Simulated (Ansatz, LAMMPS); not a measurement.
**Molecular dynamics of glassy 85GeO2-15Al2O3 (mol %) (86 atoms)**

How do the atoms of glassy 85GeO2-15Al2O3 (mol %) (86 atoms) move, and what local order do they keep?

Calculated with Ansatz 0.2.0; Kohn-Sham DFT, PBE, PAW (set soft_2), plane waves.

### 1. The structure

The cell holds 86 atoms: 22 Ge, 8 Al and 56 O. Its edges and angles: a = 10.734 Å, b = 10.734 Å, c = 10.734 Å, α = 90.0°, β = 90.0°, γ = 90.0°. 86 atoms (22 Ge, 8 Al, 56 O) placed at random at 3.55 g/cm³, melted at 4000 K for 10 ps at fixed volume with the Morse and Coulomb pair potential with partial charges (Pedone, Malavasi, Menziani, Cormack and Segre, J. Phys. Chem. B 110, 11780 (2006)). Quenched from 4000 K to 300 K at 25 K/ps and fixed volume, held 10 ps at zero pressure, then minimised at fixed cell.

Before any run, some limits are plain. The quench rate of 25 K/ps is orders of magnitude faster than experiment, which tends to freeze in extra defects. The starting topology of bonds comes from the classical model. Sampling is at Γ alone, for a cell whose shortest periodic width is 11 Å.

### 2. Dynamics at 400 K

A Nosé–Hoover thermostat steers the temperature while disturbing the dynamics little. The time step is 1.0 fs.

File input.yaml:

```yaml
crystal:
  lattice:
    - [10.73416, 0.0, 0.0]
    - [0.0, 10.73416, 0.0]
    - [0.0, 0.0, 10.73416]
  atoms:
    - { symbol: Ge, position: [0.30142, 0.49871, 0.16674] }
    - { symbol: Ge, position: [0.93805, 0.84883, 0.16476] }
    - { symbol: Ge, position: [0.03375, 0.89208, 0.71133] }
    - { symbol: Ge, position: [0.6487, 0.85844, 0.29043] }
    [... 76 atom lines left out ...]
    - { symbol: O, position: [0.86523, 0.19838, 0.88535] }
    - { symbol: O, position: [0.89156, 0.68732, 0.53291] }
    - { symbol: O, position: [0.27858, 0.92055, 0.21745] }
    - { symbol: O, position: [0.53288, 0.21979, 0.21142] }
    - { symbol: O, position: [0.38926, 0.51879, 0.03567] }
    - { symbol: O, position: [0.1228, 0.01781, 0.40303] }
kpoints:
  mp_grid: { grid: [1, 1, 1] }
hamiltonian:
  xc: pbe
scf:
  occupations: { method: fixed }
output:
  forces: true
md:
  timestep: 1.0
  n_steps: 173
  ensemble: nvt_nose_hoover
  temperature: 400
  initial_velocities: maxwell_boltzmann
  seed: 5593
```

Launch:

```console
ansatz run input.yaml --threads 4 --pin off --max-ram 8192MiB --backend cpu --events-out ev --progress --plain --runs-dir out
```

It took 9.1 min on 4 threads of Intel Xeon 6975P-C (Granite Rapids), shared host; peak memory 1.9 GiB; 34 min of CPU time.

The program notes that it switched symmetry off.

The trajectory, sampled:

```tsv
time (fs)	T (K)	potential (meV/atom)	conserved (meV/atom)
0.0	400	0.0	0.00
12.0	503	-13.1	0.03
23.0	601	-26.2	0.02
35.0	431	-5.6	0.03
46.0	378	0.1	0.04
58.0	509	-17.9	0.03
69.0	552	-25.3	0.00
81.0	458	-15.5	0.02
92.0	466	-18.5	0.01
104.0	437	-16.7	0.02
115.0	443	-18.9	0.02
127.0	440	-19.9	0.01
138.0	427	-19.2	0.02
150.0	438	-21.6	0.01
161.0	423	-20.5	0.02
173.0	479	-28.6	-0.01
```

Mean square displacement from the first frame to the last: Ge 0.040 Å², Al 0.080 Å², O 0.11 Å².

The mean square displacement by time lag:

```tsv
time lag (fs)	Al (Å²)	Ge (Å²)	O (Å²)
1.0	4.1e-5	1.5e-5	7.3e-5
4.0	6.5e-4	2.4e-4	0.00116
8.0	0.00252	9.5e-4	0.00450
11.0	0.00463	0.00176	0.00820
18.0	0.0111	0.00436	0.0195
22.0	0.0154	0.00614	0.0266
26.0	0.0195	0.00800	0.0337
29.0	0.0225	0.00940	0.0387
33.0	0.0261	0.0112	0.0448
36.0	0.0285	0.0125	0.0489
40.0	0.0312	0.0140	0.0537
47.0	0.0345	0.0162	0.0604
51.0	0.0355	0.0171	0.0635
54.0	0.0359	0.0177	0.0655
58.0	0.0361	0.0184	0.0678
61.0	0.0359	0.0188	0.0694
65.0	0.0356	0.0194	0.0716
69.0	0.0351	0.0199	0.0740
76.0	0.0345	0.0210	0.0789
79.0	0.0344	0.0215	0.0814
83.0	0.0347	0.0223	0.0852
87.0	0.0352	0.0231	0.0892
```

Over the second half of 173 fs the temperature averages 443 K with swings of 15 K r.m.s. The conserved energy stays within 0.08 meV/atom. From first frame to last O has the largest mean square displacement, 0.11 Å² at the end; the farthest move is 0.64 Å. The count of bonds goes from 121 in the first frame to 122 in the last, by one set of cutoffs: 0 pairs passed out of them and 1 came within. The run spans 0.17 ps, too short for its means to be equilibrium values.

### 3. Structure statistics late in the run

The g(r) is a mean over the second half; what follows it is taken at the last frame.

Density 3.64 g/cm³, 14.38 Å³ an atom.

Mean of 14 frames. g(r), total and by pair (bins of 0.2 Å):

```tsv
r (Å)	total	O-O	O-Ge	O-Al	Ge-Ge	Ge-Al	Al-Al
1.60	0.50	0.00	0.91	1.60	0.00	0.00	0.00
1.80	4.25	0.00	9.94	7.80	0.00	0.00	0.00
2.00	0.31	0.00	0.34	1.59	0.00	0.00	0.00
2.20	0.03	0.01	0.04	0.14	0.00	0.00	0.00
2.40	0.12	0.25	0.04	0.00	0.00	0.00	0.00
2.60	0.43	0.99	0.01	0.00	0.00	0.00	0.64
2.80	1.44	3.10	0.09	0.24	0.04	0.88	2.06
3.00	1.42	2.70	0.27	0.47	0.94	0.84	2.58
3.20	1.05	1.27	0.33	0.32	3.63	2.20	2.52
3.40	0.93	0.63	0.71	0.77	2.24	2.94	5.18
3.60	0.77	0.67	1.00	0.97	0.25	0.31	0.69
3.80	0.91	0.61	1.40	1.08	0.45	0.67	0.00
4.00	0.97	0.57	1.48	1.48	0.32	0.70	0.00
4.20	1.09	0.69	1.53	1.78	0.73	0.49	0.00
4.40	1.25	0.61	1.92	1.84	1.22	0.89	0.34
4.60	1.21	0.99	1.45	1.39	1.40	0.93	0.88
4.80	0.98	1.10	0.86	0.76	1.12	1.19	1.00
5.00	0.97	1.21	0.66	0.59	1.45	1.12	2.61
5.20	0.98	1.30	0.65	0.62	1.16	1.16	1.18
```

Bonds by pair of elements; cutoffs follow the first minimum of g(r), held within bounds set by covalent radii, and pairs that aren't listed don't count as bonded:

```tsv
pair A-B	cutoff (Å)	bonds	mean length (Å)	spread (Å)	shortest (Å)	B about A	A about B
O-Ge	2.27	89	1.78	0.067	1.67	1.59	4.04
O-Al	2.48	33	1.81	0.096	1.66	0.589	4.12
```

How many atoms have how many bonded neighbours:

```tsv
element	mean	2	3	4	5
Al	4.12	0	0	7	1
Ge	4.04	0	0	21	1
O	2.18	46	10	0	0
```

Bond angles, per cent of each kind in bins of 5°:

```tsv
angle (°)	O-Ge-O	O-Al-O	Ge-O-Ge	Al-O-Ge	Al-O-Al
75–80	0.7	5.8	0.0	0.0	0.0
80–85	0.0	5.8	0.0	0.0	0.0
85–90	3.7	1.9	0.0	0.0	0.0
90–95	2.9	1.9	0.0	3.6	9.1
95–100	8.8	13.5	0.0	10.7	18.2
100–105	16.2	9.6	2.7	0.0	9.1
105–110	25.7	19.2	0.0	7.1	0.0
110–115	18.4	9.6	8.1	7.1	9.1
115–120	11.0	9.6	5.4	7.1	0.0
120–125	5.9	11.5	2.7	10.7	9.1
125–130	5.1	5.8	24.3	7.1	9.1
130–135	0.7	0.0	13.5	14.3	0.0
135–140	0.0	3.9	10.8	10.7	9.1
140–145	0.0	0.0	13.5	3.6	0.0
145–150	0.0	0.0	0.0	3.6	0.0
150–155	0.0	1.9	10.8	10.7	9.1
155–160	0.0	0.0	8.1	3.6	9.1
160–165	0.0	0.0	0.0	0.0	9.1
165–170	0.0	0.0	0.0	0.0	0.0
170–175	0.7	0.0	0.0	0.0	0.0
```

Bond angles (no mean is given where the spread exceeds 20°):

```tsv
angle	count	mean (°)	spread (°)
O-Ge-O	136	109	11.3
O-Al-O	52	108	16.1
Ge-O-Ge	37	134	13.5
Al-O-Ge	28	126	18.1
Al-O-Al	11	-	-
```

Oxygen atoms by the number of network formers (Si, P, Ge, B, Al, As, Ga) bound to them:

```tsv
network formers bound to O	O atoms	per cent
0	0	0
1	0	0
2	46	82.1
3	10	17.9
```

Network units: each former by its oxygen neighbours and how many of them bridge to another former:

```tsv
former	O neighbours	bridging O	atoms
Ge	4	4	21
Ge	5	5	1
Al	4	4	7
Al	5	5	1
```

Bond length by coordination (bonds to H left out):

```tsv
element	coordination	atoms	mean bond length (Å)
Al	4	7	1.8
Al	5	1	1.87
Ge	4	21	1.77
Ge	5	1	1.87
O	2	46	1.76
O	3	10	1.88
```

Rings of the network by King's shortest-path rule, up to 12 atoms, one path for each pair of neighbours; H, halogens, alkali and alkaline-earth atoms are left out, and the last column divides by all other atoms, bonded or not:

```tsv
ring size (atoms)	rings	per network atom
4	4	0.047
6	2	0.023
8	10	0.116
10	29	0.337
12	13	0.151
```

First main peaks of g(r), for some of the pairs, lie near 2.8 Å (O-O), 1.8 Å (O-Ge), 1.8 Å (O-Al), 3.3 Å (Ge-Ge) and 3.3 Å (Ge-Al). With the cutoffs above, 88 % of Al atoms have 4, 95 % of Ge atoms have 4 and 82 % of O atoms have 2 bonded neighbours. The O-Ge-O angle averages 109° with a spread of 11°. 82 % of the oxygens bridge two formers (Ge and Al) and 0 % are non-bridging; 18 % join three. The commonest Ge unit has 4 oxygens, 4 of them shared with other formers (21 of 22 atoms). Rings of 10 atoms are the most common (50 % of those counted); sizes run from 4 to 12, where the search stops.

### 4. Single point at the last frame

The last frame is solved once more, with the analyses that the dynamics left out.

File input.yaml:

```yaml
crystal:
  lattice:
    - [10.73416, 0.0, 0.0]
    - [0.0, 10.73416, 0.0]
    - [0.0, 0.0, 10.73416]
  atoms:
    - { symbol: Ge, position: [0.30081, 0.49786, 0.17247] }
    - { symbol: Ge, position: [0.9276, 0.86593, 0.17483] }
    - { symbol: Ge, position: [0.04806, 0.89119, 0.72369] }
    - { symbol: Ge, position: [0.65217, 0.86977, 0.28902] }
    [... 76 atom lines left out ...]
    - { symbol: O, position: [0.89566, 0.19561, 0.87948] }
    - { symbol: O, position: [0.86653, 0.66631, 0.51907] }
    - { symbol: O, position: [0.27153, 0.90619, 0.21923] }
    - { symbol: O, position: [0.53848, 0.25437, 0.20783] }
    - { symbol: O, position: [0.40778, 0.52457, 0.04805] }
    - { symbol: O, position: [0.13818, 0.01074, 0.41549] }
kpoints:
  mp_grid: { grid: [1, 1, 1] }
hamiltonian:
  xc: pbe
scf:
  occupations: { method: fixed }
output:
  forces: true
  stress: true
  populations: true
  dos:
    method: { smearing: { sigma: 0.1 } }
    de: 0.1
    projected: { site_lists: { Al: [Al], Ge: [Ge], O: [O] } }
  eigenvalues: true
  write_density: true
  write_potential: true
  volumetric_format: npy
  elf: true
```

The job ended after 9.9 s (4 threads; peak memory 1.7 GiB; 36 s of CPU time).

Numbers from this run:

- free energy: -130577.7611 eV
- free energy per atom: -1518.3461 eV/atom
- SCF cycles: 9
- pressure: 0.6972 GPa
- r.m.s. force component: 0.7767 eV/Å
- longest force: 2.895 eV/Å
- Fermi energy: 3.898 eV
- gap (highest filled to lowest empty level): 1.841 eV
- spilling of the projection: 0.005556

Neighbours are counted within 2.27 Å (O-Ge), 2.48 Å (O-Al), the cutoffs taken from the dynamics.

Length of the force by element and coordination:

```tsv
element	coordination	atoms	mean length of the force (eV/Å)	spread	least	most
Al	all	8	0.987	0.380	0.402	1.69
Al	4	7	1.02	0.395	0.402	1.69
Al	5	1	0.750	0	0.750	0.750
Ge	all	22	1.60	0.632	0.470	2.90
Ge	4	21	1.64	0.618	0.470	2.90
Ge	5	1	0.746	0	0.746	0.746
O	all	56	1.13	0.429	0.225	2.26
O	2	46	1.12	0.426	0.225	2.26
O	3	10	1.19	0.440	0.327	1.92
```

Löwdin charges by element and coordination (they lack the spilled electrons, 0.043 e an atom on average):

```tsv
element	coordination	atoms	mean charge (e)	spread	least	most
Al	all	8	1.36	0.0175	1.32	1.39
Al	4	7	1.36	0.0139	1.34	1.39
Al	5	1	1.32	0	1.32	1.32
Ge	all	22	1.58	0.032	1.52	1.64
Ge	4	21	1.58	0.0322	1.52	1.64
Ge	5	1	1.55	0	1.55	1.55
O	all	56	-0.749	0.0503	-0.904	-0.666
O	2	46	-0.747	0.0518	-0.904	-0.666
O	3	10	-0.758	0.0418	-0.857	-0.711
```

Density of states as counts of states in windows of 1 eV (from the Fermi level), total and the larger projections:

```tsv
from (eV)	to (eV)	total	O p	Ge p	Ge s
-10	-9	11.3	6.4	0.3	3.9
-9	-8	12.8	7.4	0.7	3.5
-8	-7	12.6	7.7	1.0	2.6
-7	-6	12.5	8.7	1.7	1.0
-6	-5	35.5	26.3	6.3	0.4
-5	-4	32.7	25.2	4.6	0.3
-4	-3	42.7	35.3	3.5	0.3
-3	-2	64.6	58.8	2.2	0.2
-2	-1	80.5	76.9	1.1	0.1
-1	0	29.1	27.9	0.2	0.0
0	1	1.3	1.2	0.0	0.0
1	2	1.9	0.4	0.1	0.9
2	3	0.1	0.0	0.0	0.0
3	4	12.7	3.8	1.4	5.0
4	5	13.4	3.7	2.2	4.8
```

With fixed occupations the program's Fermi level is the highest filled level; weight inside the gap is the broadening of levels at its edges.

Between -25 and -10 eV lie 332 more states.

The levels nearest the highest filled one (over half full), pooled over k-points and spins:

```tsv
level less the highest filled one (eV)	occupation
-0.622	2
-0.594	2
-0.538	2
-0.488	2
-0.167	2
0	2
1.84	0
3.17	0
3.20	0
3.36	0
3.60	0
3.65	0
```

Mean Löwdin charges: Al +1.36, Ge +1.58, O -0.75 e (they miss 0.56 % of the electrons, so they add up to more than the cell's charge). The largest share in the top eV of filled states is O p (97 % of the projected weight), and in the lowest eV of empty states Ge s (47 % of the projected weight).

### 5. Results

```yaml
mean_temperature_second_half: 443 K
temperature_swing_second_half: 15.38 K
slope_of_the_conserved_energy_against_time_by_least_squares: -0.1348 meV/atom/ps
free_energy_per_atom: -1518.3461 eV/atom
pressure: 0.6972 GPa
r_m_s_force_component: 0.7767 eV/Å
spacing_of_highest_filled_and_lowest_empty_level: 1.841 eV
wall_time_of_the_2_dft_runs: 9.3 min
```

Over the second half of 173 fs the temperature averages 443 K with swings of 15 K r.m.s. The conserved energy stays within 0.08 meV/atom. The count of bonds goes from 121 in the first frame to 122 in the last, by one set of cutoffs: 0 pairs passed out of them and 1 came within. The run spans 0.17 ps, too short for its means to be equilibrium values. With the cutoffs above, 88 % of Al atoms have 4, 95 % of Ge atoms have 4 and 82 % of O atoms have 2 bonded neighbours. 82 % of the oxygens bridge two formers (Ge and Al) and 0 % are non-bridging; 18 % join three. The highest filled and lowest empty levels differ by 1.84 eV (at Γ alone); a semilocal functional tends to put such gaps too low. In a disordered cell it changes from sample to sample, and tail or defect levels can set it.

**Limits.** The starting topology of bonds comes from the classical model; in DFT 0 of its 121 bonded pairs passed out of the cutoffs and 1 came within them. The pressure of a single frame lacks the kinetic term, about 0.43 GPa here.

[Logs are printed without paths, hosts, clocks, repeated set-up lines and the standing remarks that a program may print on its own settings, such as how far it seeks lower states.]

[Hosts, paths, dates, database ids (printed as entryN), source tags and the programs' standing remarks are cut or masked in the printed files.]
